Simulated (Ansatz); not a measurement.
## TiC (Fm-3m) under biaxial strain in the (111) plane

Wanted: the shifts of the zone-centre modes of TiC (Fm-3m) with strain.

Program: Ansatz 0.2.0. Level of theory: DFT LDA, scalar-relativistic, plane waves, PAW; PAW set soft_1. Results are calculated unless marked as measured.

The database entry behind the starting cell differs from later determinations by our own check (0.1 to 0.3 % short, probably kX units), so it need not match the best structure at ambient conditions.

### Step 1. Starting point

Symmetry: Fm-3m, No. 225, cubic system. The conventional cell has a = 4.319 Å, b = 4.319 Å, c = 4.319 Å, α = 90.00°, β = 90.00°, γ = 90.00°. Nearest to C lie 6 Ti at 2.16 Å. Ti has 6 C at 2.16 Å nearest. Farther neighbours are not listed.

### Step 2. A rough relaxation first

A rough relaxation comes first, because large forces or stress need no tight tolerances yet.

File input.yaml:

```yaml
crystal:
  lattice:
    - [0.0, 2.1593, 2.1593]
    - [2.1593, 0.0, 2.1593]
    - [2.1593, 2.1593, 0.0]
  atoms:
    - { symbol: C, position: [0.5, 0.5, 0.5] }
    - { symbol: Ti, position: [0.0, 0.0, 0.0] }
kpoints:
  mp_grid: { grid: [8, 8, 8] }
hamiltonian:
  xc: lda
  pseudopotentials: { kind: paw, azcp: { folder: soft_1 }, xc_functional: pbe }
scf:
  occupations: { method: gaussian, width: 0.1 }
output:
  forces: true
  stress: true
  eigenvalues: true
relax:
  adjacent_minimum: "off"
  f_tol: 0.05
  max_steps: 80
  cell: { stress_tol: 0.5 }
```

Started as:

```bash
ansatz run input.yaml --threads 4 --pin off --max-ram 10240MiB --backend cpu --events-out ev --progress --plain --runs-dir out
```

Numbers of over 12 decimals in the logs are rounded to 6 here.

The program printed:

```text
The last accepted step is kept in <dir> (removed where the run ends without a failure and the disk answers)
Engine: ansatz 0.2.0, aarch64-unknown-linux-gnu
Pseudopotentials: kind: paw
Pseudopotential: C, paw, valence charge 4, recommended cutoff 420 eV (normal), soft_1/C.paw.azcp
Pseudopotential: Ti, paw, valence charge 12, recommended cutoff 420 eV (normal), soft_1/Ti.paw.azcp
Functional definition: SPW92
[...]
--- Relaxed structure (3 steps of the walk, 3 accepted, 1 SCFs on fresh bases) ---
  F+E_penalty+E_count = -2695.18508529 eV   max|allowed force component| = 2.892e-30 eV/Å   (the final SCF, on the basis selected at the relaxed cell)
  cell:  # Å, volume = 19.3384 Å³
    - [0, 2.130413, 2.130413]
    - [2.130413, 0, 2.130413]
    - [2.130413, 2.130413, 0]
  atoms:
    - { symbol: C, position: [0.5, 0.5, 0.5] }
    - { symbol: Ti, position: [0, 0, 0] }
[key lines of the parts left out:]
SCF converged after 6 iterations
Free energy (F): -2695.185085 eV
Fermi energy:    15.120758 eV
P = ⅓ Tr σ = -0.0001 GPa (-0.001 kbar)
```

Run time: 1.2 s. Hardware: 4 threads of Arm Neoverse V1, shared host; peak memory 0.28 GiB; 3.4 s of CPU time.

Step by step:

```tsv
step	energy less that of the first step (eV)	largest force component (eV/Å)	pressure (GPa)	volume (Å³)
1	0.0000	0.0000	-10.51	20.14
2	-0.0276	0.0000	-1.19	19.43
3	-0.0281	0.0000	0.07	19.34
4*	-0.0271	0.0000	0.00	19.34
```

Relaxation steps marked * repeat the geometry before them on a plane-wave basis chosen anew for their cell, so energy and pressure can jump there.

Forces are held to the 48 operations that the run works with; a distortion that breaks them can't arise in this run.

```tsv
conventional cell, symmetrised	before	after	change
a (Å)	4.319	4.261	-1.3 %
b (Å)	4.319	4.261	-1.3 %
c (Å)	4.319	4.261	-1.3 %
volume (Å³/atom)	10.07	9.67	-4.0 %
```

The relaxed structure:

```
C Ti
1.0
     0.00000    2.13041    2.13041
     2.13041    0.00000    2.13041
     2.13041    2.13041    0.00000
C Ti
1 1
Direct
  0.50000 0.50000 0.50000
  0.00000 0.00000 0.00000
```

This step gave:

```
pressure          : -7.46e-5 GPa
volume per atom   : 9.669 Å³
gap on the k-mesh : 0 eV
```

In this step the volume went from 10.07 to 9.67 Å³/atom.

### Step 3. Bringing the structure to rest

Harmonic phonons are second derivatives at a point where the forces vanish, and they are wanted at zero stress, so atoms and cell are relaxed first.

input.yaml, the sections that differ from step 2:

```yaml
crystal:
  lattice:
    - [0.0, 2.1304133796, 2.1304133796]
    - [2.1304133796, 0.0, 2.1304133796]
    - [2.1304133796, 2.1304133796, 0.0]
  atoms:
    - { symbol: C, position: [0.5, 0.5, 0.5] }
    - { symbol: Ti, position: [0.0, 0.0, 0.0] }
kpoints:
  mp_grid: { grid: [16, 16, 16] }
output:
  forces: true
  stress: true
  eigenvalues: true
  write_density: true
  write_potential: true
  elf: true
  volumetric_format: npy
relax:
  adjacent_minimum: "off"
  f_tol: 0.005
  max_steps: 80
  cell: { stress_tol: 0.05 }
# hamiltonian, scf: as in step 2
```

The program printed:

```text
[...]
Crystal: 2 atoms, lattice volume = 19.338 Å³
Basis set: ecut = 420 eV, 339 PW (Γ)
Bands: 12, of which v1, the nominal top of the filled ones, is band 8 counted from 1 (7 counted from 0)
Symmetry: 48 space group operations
[...]
k-points: 145 of 4096
[...]
SCF iter   1: F=—  HF=-2696.233928 eV  |F-HF|=—  |Δ(HF+E_count)|=         —  Δρ=1.44e-1  dr2=5.13e0  ethr=3.10e-3  ⟨swp⟩=4.4  Hψ=8628  notcnv=0
[...]
SCF iter   7: F=-2695.187017 eV  HF=-2695.187017 eV  |F-HF|=6.63e-10  |Δ(HF+E_count)|=  9.16e-10  Δρ=2.28e-6  dr2=8.45e-10  ethr=4.95e-10  ⟨swp⟩=5.2  Hψ=8268  notcnv=0
SCF 1 converged in 7 iterations: F = -2695.187017 eV  dr2 = 8.45e-10
[...]
relax step   1: F+E_penalty+E_count = -2695.18701674 eV  Δ(F+E_penalty+E_count) = +0.000e0 eV  max|allowed force component| = 5.654e-30 eV/Å  Δτ_max = 0.0000 Å  P = -0.010 GPa  Ω = 19.338 Å³  (7 SCF iters, dr2 threshold 1.00e-7 eV, accepted)
[...]
SCF iter   7: F=-2695.187017 eV  HF=-2695.187017 eV  |F-HF|=9.09e-13  |Δ(HF+E_count)|=  4.55e-13  Δρ=2.34e-10  dr2=1.22e-17  ethr=1.00e-12  ⟨swp⟩=1.7  Hψ=4203  notcnv=0
SCF 2 converged in 7 iterations: F = -2695.187017 eV  dr2 = 1.22e-17
relax step   2: F+E_penalty+E_count = -2695.18701674 eV  Δ(F+E_penalty+E_count) = -4.552e-10 eV  max|allowed force component| = 5.949e-30 eV/Å  Δτ_max = 0.0000 Å  P = -0.010 GPa  Ω = 19.338 Å³  stress off target by 9.55e-3 GPa  SCF on the basis re-selected at this cell (its energy is not comparable with the rows above)  (7 SCF iters)
basis re-selected at this cell: Δ(F+E_penalty+E_count) = -4.552e-10 eV, ΔP = -0.000 GPa vs the last step (what re-selecting the basis moved, of the pressure what is left beyond the Pulay correction that the steps carried, after the strain that the cell walked since its last selection, with what the two solves' SCF thresholds leave and, on support functions, any second-order correction that the steps lacked; it is no  [...]
SCF converged after 7 iterations
Free energy (F): -2695.187017 eV
[...]
Internal energy: -2695.185172 eV  (E = F + TS)
E sigma→0 (E₀):  -2695.186094 eV
Entropy (-TS):   -0.001845 eV (-0.923 meV/atom)
Fermi energy:    15.154882 eV
[...]
--- Stress (GPa, compression-positive) ---
       -0.009550      -0.000000       0.000000
        0.000000      -0.009550       0.000000
       -0.000000       0.000000      -0.009550
  P = ⅓ Tr σ = -0.0096 GPa (-0.096 kbar)
--- Band table (eV; the first three rows and the last of 145) ---
  k-point 0: bands = [... 4 lower, 2.7258, 15.8221, 15.8221, 15.8221, 16.9265, 16.9265, 16.9265, 16.9994]
  k-point 1: bands = [... 4 lower, 2.8208, 15.3749, 15.6344, 15.6344, 16.2257, 16.2257, 17.1742, 18.0257]
  k-point 2: bands = [... 4 lower, 3.0992, 14.4844, 14.8536, 14.8536, 16.2862, 16.2862, 17.5306, 19.1490]
  k-point 144: bands = [... 4 lower, 5.7131, 11.9561, 11.9561, 12.3580, 18.1006, 18.1006, 18.9039, 20.7488]
--- Relaxed structure (1 steps of the walk, 1 accepted, 1 SCFs on fresh bases) ---
[...]
cell:  # Å, volume = 19.3384 Å³
    - [0.0, 2.1304133796, 2.1304133796]
    - [2.1304133796, 0.0, 2.1304133796]
    - [2.1304133796, 2.1304133796, 0.0]
  atoms:
    - { symbol: C, position: [0.5, 0.5, 0.5] }
    - { symbol: Ti, position: [0.0, 0.0, 0.0] }
```

Elapsed: 1.9 s, on 4 threads; peak memory 0.34 GiB.

Little changed from the start: no atom moved by 0.005 Å and no cell edge by 0.1 %.

Numbers from this step:

```
pressure : -0.009550 GPa
```

ELF in the ac plane of the conventional cell at fractional y = 0.000, with atoms of C and Ti within 0.2 Å of it. It is the smooth field of the valence electrons, not physical close to the nuclei.

Ten even steps from '0' (0.10) to '9' (0.76), each cell a mean:
```
89627942794389
87217998994148
42014777762013
54321123211244
99830266411699
58942799842797
05954887963782
27943898962794
89941488721799
77620134201477
32112445432112
64116999983026
98427975894279
79637820595488
```
Columns run along a (4.3 Å), rows up along c (4.3 Å), edges of the conventional cell, whose origin can differ from the input's. Atoms in or near the plane, at fractional coordinates: C at (0.50, 0.00), C at (0.00, 0.50), Ti at (0.00, 0.00), Ti at (0.50, 0.50).

Valence density in the ac plane of the conventional cell at fractional y = 0.000, with atoms of C and Ti within 0.2 Å of it. It is the smooth field of the valence electrons, not physical close to the nuclei.

Values in e/Å³, 14 rows by 14 columns, each cell a mean:
```
10  6  2  1  1  1  2  2  1  1  1  1  4  8
 4  3  1  0  0  1  1  1  1  1  0  0  1  4
 1  1  0  0  0  0  1  1  1  0  0  0  0  1
 1  0  0  0  0  0  1  1  0  0  0  0  0  1
 1  1  0  0  0  1  2  2  1  1  0  0  1  1
 2  1  1  0  1  3  6  7  4  1  0  1  1  1
 2  2  1  1  1  4 10 11  7  2  1  1  1  2
 2  1  1  1  1  4  8 10  6  2  1  1  1  2
 1  1  1  0  0  1  4  4  3  1  0  0  1  1
 1  1  0  0  0  0  1  1  1  0  0  0  0  1
 1  0  0  0  0  0  1  1  0  0  0  0  0  1
 2  1  1  0  0  1  1  1  1  0  0  0  1  2
 7  4  1  0  1  1  1  2  1  1  0  1  3  6
11  7  2  1  1  1  2  2  2  1  1  1  4 10
```
Columns run along a (4.3 Å), rows up along c (4.3 Å), edges of the conventional cell, whose origin can differ from the input's. Atoms in or near the plane, at fractional coordinates: C at (0.50, 0.00), C at (0.00, 0.50), Ti at (0.00, 0.00), Ti at (0.50, 0.50).

Electrostatic potential energy in the ac plane of the conventional cell at fractional y = 0.000, with atoms of C and Ti within 0.2 Å of it. With pseudopotentials it is smooth inside the atoms' cores, unlike the true potential.

Ten even steps from '0' (-40 eV) to '9' (15 eV), each cell a mean:
```
22489500279632
33699854699853
67899998999986
89999987899999
78998644579997
14897322258962
01786322247840
02796322248950
46998533369985
89999866789999
78999998999998
45799977899864
22589621489732
22478400178632
```
Columns run along a (4.3 Å; values clipped at the 3rd and 97th percentile), rows up along c (4.3 Å), edges of the conventional cell, whose origin can differ from the input's. Atoms in or near the plane, at fractional coordinates: C at (0.50, 0.00), C at (0.00, 0.50), Ti at (0.00, 0.00), Ti at (0.50, 0.50).

In this step the volume went from 9.67 to 9.67 Å³/atom.

### Step 4. Tight relaxation

Phonons need small forces and stress, so the relaxation is finished with tight tolerances on 16×16×16 k points.

input.yaml, the sections that differ from step 3:

```yaml
scf:
  occupations: { method: methfessel_paxton, width: 0.2 }
output:
  forces: true
  stress: true
  eigenvalues: true
relax:
  adjacent_minimum: "off"
  f_tol: 0.001
  max_steps: 60
  cell: { stress_tol: 0.01 }
# crystal, kpoints, hamiltonian: as in step 3
```

The program printed:

```text
[...]
Crystal: 2 atoms, lattice volume = 19.338 Å³
Basis set: ecut = 420 eV, 339 PW (Γ)
Bands: 12, of which v1, the nominal top of the filled ones, is band 8 counted from 1 (7 counted from 0)
Symmetry: 48 space group operations
[...]
k-points: 145 of 4096
[...]
k-point 144: bands = [... 4 lower, 5.7134, 11.9562, 11.9562, 12.3582, 18.1003, 18.1003, 18.9034, 20.7485]
--- Relaxed structure (1 steps of the walk, 1 accepted, 1 SCFs on fresh bases) ---
[...]
cell:  # Å, volume = 19.3384 Å³
    - [0.0, 2.1304133796, 2.1304133796]
    - [2.1304133796, 0.0, 2.1304133796]
    - [2.1304133796, 2.1304133796, 0.0]
  atoms:
    - { symbol: C, position: [0.5, 0.5, 0.5] }
    - { symbol: Ti, position: [0.0, 0.0, 0.0] }
[key lines of the parts left out:]
SCF converged after 4 iterations
Free energy (F): -2695.186354 eV
Fermi energy:    15.157859 eV
P = ⅓ Tr σ = -0.0083 GPa (-0.083 kbar)
```

Run time: 1.7 s. Hardware: 4 threads; peak memory 0.33 GiB; 5.7 s of CPU time.

Little changed from the start: no atom moved by 0.005 Å and no cell edge by 0.1 %.

Numbers from this step:

| Property | Result |
| --- | --- |
| pressure | -0.008301 GPa |

The forces vanish by symmetry and the pressure is -0.008 GPa, within the tolerances set. The cell now holds 9.67 Å³/atom.

### Step 5. Modes at rest

Phonons follow from the second derivative of the energy, found here by linear response.

The modes at rest are the reference of the series.

Changes to input.yaml since step 4:

```diff
@@ -16,9 +16,4 @@
 output:
-  forces: true
-  stress: true
   eigenvalues: true
-relax:
-  adjacent_minimum: "off"
-  f_tol: 0.001
-  max_steps: 60
-  cell: { stress_tol: 0.01 }
+phonons:
+  method: dfpt
```

The program printed:

```text
[...]
Crystal: 2 atoms, lattice volume = 19.338 Å³
Basis set: ecut = 420 eV, 339 PW (Γ), exchange–correlation on 48×48×48 points (8 copies of the dense FFT grid, shifted against one another)
Bands: 12, of which v1, the nominal top of the filled ones, is band 8 counted from 1 (7 counted from 0)
Symmetry: 48 space group operations
k-points: 349 of 4096 (irreducible under 8 space group operations, time reversal used)
[...]
SCF iter   1: F=—  HF=-2696.233538 eV  |F-HF|=—  |Δ(HF+E_count)|=         —  Δρ=1.44e-1  dr2=5.13e0  ethr=3.10e-3  ⟨swp⟩=4.3  Hψ=20289  notcnv=0
[...]
SCF iter   8: F=-2695.186354 eV  HF=-2695.186354 eV  |F-HF|=2.27e-12  |Δ(HF+E_count)|=  1.45e-10  S|Δr|=    0.00e0  Δρ=1.36e-7  dr2=2.20e-12  ethr=1.00e-12  ⟨swp⟩=3.8  Hψ=19289  notcnv=0
SCF 1 converged in 8 iterations: F = -2695.186354 eV  dr2 = 2.20e-12
[...]
DFPT response loops at Γ: preconditioner auto → Kerker (q_TF=auto, 2.643 Å⁻¹) (partly filled bands, converged f_vac=0.000); β = 1.00, the filter's whole step (`scf.mixing.beta` (0.50) is not read by the response loops under this deck's `scf.mixing.preconditioner`; to damp them name `kerker` or `kerker_dos`, under which they read `scf.mixing.beta`, and type it under 1.00, their step now; both keys bind the ground state too); Broyden in place of MSR1
SCF converged after 8 iterations
[...]
Free energy (F): -2695.186354 eV
[...]
Internal energy: -2695.186048 eV  (E = F + TS)
E sigma→0 (E₀):  -2695.186278 eV
Entropy (-TS):   -0.000306 eV (-0.153 meV/atom)
Fermi energy:    15.157858 eV
[...]
--- Band table (eV; the first three rows and the last of 349) ---
  k-point 0: bands = [... 4 lower, 2.7261, 15.8217, 15.8217, 15.8217, 16.9270, 16.9270, 16.9270, 16.9990]
  k-point 1: bands = [... 4 lower, 2.8210, 15.3747, 15.6342, 15.6342, 16.2255, 16.2255, 17.1744, 18.0257]
  k-point 2: bands = [... 4 lower, 3.0995, 14.4844, 14.8537, 14.8537, 16.2859, 16.2859, 17.5307, 19.1490]
  k-point 348: bands = [... 4 lower, 5.7134, 11.9562, 11.9562, 12.3582, 18.1003, 18.1003, 18.9034, 20.7485]
--- Phonons (Γ-DFPT): 2 representative perturbations + reference, on 349 of 4096 k-points (Σ response iterations 6) ---
  k mesh reduced under 8 symmetry operations, with k and −k counted as one. Each operation leaves every solved perturbation unchanged. A smaller set is not used because it would not reduce the number of displacements times k-points to solve
  ASR residual: 6.385e-5 → 0.000e0 eV/Å²; symmetrization residual: 2.829e-7 eV/Å²
  ASR residual per site (eV/Å²): 4.72e-5 6.38e-5
  Γ frequencies (cm⁻¹): 0.00 0.00 0.00 554.88 554.88 554.88
  non-analytic LO–TO correction: not included (Born effective charges unavailable; polar crystals: no LO–TO splitting at Γ)
```

It took 6.8 s on 4 threads; peak memory 0.55 GiB.

The column dr2 measures how far the density is from self-consistency, as an energy; F and HF (Harris–Foulkes) agree once it is small.

This step gave:

| Quantity | Value |
| --- | --- |
| sum-rule residual before enforcement | 6.38e-5 eV/Å² |
| point group | m-3m |
| highest optical mode at the zone centre (no LO-TO term) | 554.9 cm⁻¹ |
| lowest optical zone-centre mode | 554.9 cm⁻¹ |

Patterns of degenerate modes are one choice out of their space. Modes at Γ, with each element's share of the kinetic energy:

```tsv
mode	frequency (cm⁻¹)	symmetry	C %	Ti %
1	0.0	acoustic	20	80
2	0.0	acoustic	20	80
3	0.0	acoustic	20	80
4	554.9	T1u	80	20
5	554.9	T1u	80	20
6	554.9	T1u	80	20
```

Displacements in mode 6 (554.9 cm⁻¹), the largest set to 1:
```
C1   0.00  0.00  1.00
Ti2  0.00  0.00 -0.25
```

Before it was imposed, the acoustic sum rule was missed by 6.4e-5 eV/Å². Small misses are needed for a sound result but don't prove that mesh and cutoff are converged. The lowest optical mode is real, 555 cm⁻¹.

### Step 6. Relaxation of a member: biaxial strain of +4 % in the (111) plane

The cell takes a biaxial strain of +4 % in the (111) plane. The strained lengths are held, while the rest of the cell and the atoms relax.

input.yaml, the sections that differ from step 5:

```yaml
crystal:
  lattice:
    - [-0.0838374947, 2.1317924201, 2.1317924201]
    - [2.1317924201, -0.0838374947, 2.1317924201]
    - [2.1317924201, 2.1317924201, -0.0838374947]
  atoms:
    - { symbol: C, position: [0.5, 0.5, 0.5] }
    - { symbol: Ti, position: [0.0, 0.0, 0.0] }
  conventional_axes: [[-1, 1, 0], [0, -1, 1], [1, 1, 1]]
output:
  forces: true
  stress: true
  eigenvalues: true
relax:
  adjacent_minimum: "off"
  f_tol: 0.001
  max_steps: 60
  cell: { stress_tol: 0.01, fix: [a, b, gamma] }
# kpoints, hamiltonian, scf: as in step 5
# phonons: removed
```

The program printed:

```text
[...]
Crystal: 2 atoms, lattice volume = 20.518 Å³
Basis set: ecut = 420 eV, 393 PW (Γ)
Bands: 12, of which v1, the nominal top of the filled ones, is band 8 counted from 1 (7 counted from 0)
Symmetry: 12 space group operations
[...]
k-points: 417 of 4096
[...]
k-point 416: bands = [... 4 lower, 5.9056, 8.4620, 11.0045, 11.0045, 17.2991, 17.2991, 18.5471, 21.9767]
--- Relaxed structure (4 steps of the walk, 4 accepted, 2 SCFs on fresh bases) ---
[...]
cell:  # Å, volume = 20.3928 Å³
    - [-0.092371, 2.123259, 2.123259]
    - [2.123259, -0.092371, 2.123259]
    - [2.123259, 2.123259, -0.092371]
  atoms:
    - { symbol: C, position: [0.5, 0.5, 0.500000] }
    - { symbol: Ti, position: [0, 0, 0] }
[key lines of the parts left out:]
SCF converged after 3 iterations
Free energy (F): -2695.084099 eV
Fermi energy:    14.291386 eV
P = ⅓ Tr σ = -13.4401 GPa (-134.401 kbar)
```

Elapsed: 12 s, on 4 threads; peak memory 0.42 GiB.

The steps of the relaxation:

```tsv
step	energy less that of the first step (eV)	largest force component (eV/Å)	pressure (GPa)	volume (Å³)
1	0.0000	0.0000	-14.82	20.52
2	-0.0012	0.0000	-13.08	20.36
3	-0.0012	0.0000	-13.44	20.39
4*	-0.0011	0.0000	-13.45	20.39
5	-0.0011	0.0000	-13.44	20.39
6*	-0.0011	0.0000	-13.44	20.39
```

Relaxation steps marked * repeat the geometry before them on a plane-wave basis chosen anew for their cell, so energy and pressure can jump there.

The run keeps the 12 symmetry operations that it works with, so distortions that break them were not tested.

```tsv
conventional cell, symmetrised	before	after	change
a (Å)	3.133	3.133	+0.0 %
b (Å)	3.133	3.133	+0.0 %
c (Å)	7.240	7.195	-0.6 %
volume (Å³/atom)	10.26	10.20	-0.6 %
```

Final coordinates:

```cif
data_structure
_symmetry_space_group_name_H-M 'P 1'
_symmetry_Int_Tables_number 1
_cell_length_a 3.0042
_cell_length_b 3.0042
_cell_length_c 3.0042
_cell_angle_alpha 62.867
_cell_angle_beta 62.867
_cell_angle_gamma 62.867
_cell_volume 20.39
loop_
_atom_site_label
_atom_site_type_symbol
_atom_site_fract_x
_atom_site_fract_y
_atom_site_fract_z
_atom_site_occupancy
C1 C 0.50000 0.50000 0.50000 1
Ti2 Ti 0.00000 0.00000 0.00000 1
```

Numbers from this step:

| Quantity | Value |
| --- | --- |
| pressure | -13.44 GPa |
| volume per atom | 10.20 Å³ |

The forces vanish by symmetry.

The cell shrank by 0.6 % in volume.

(Part 1 of 2 ends here.)

[Logs are printed without paths, hosts, clocks, repeated set-up lines and the standing remarks that a program may print on its own settings, such as how far it seeks lower states.]

[Hosts, paths, dates, database ids (printed as entryN), source tags and the programs' standing remarks are cut or masked in the printed files.]
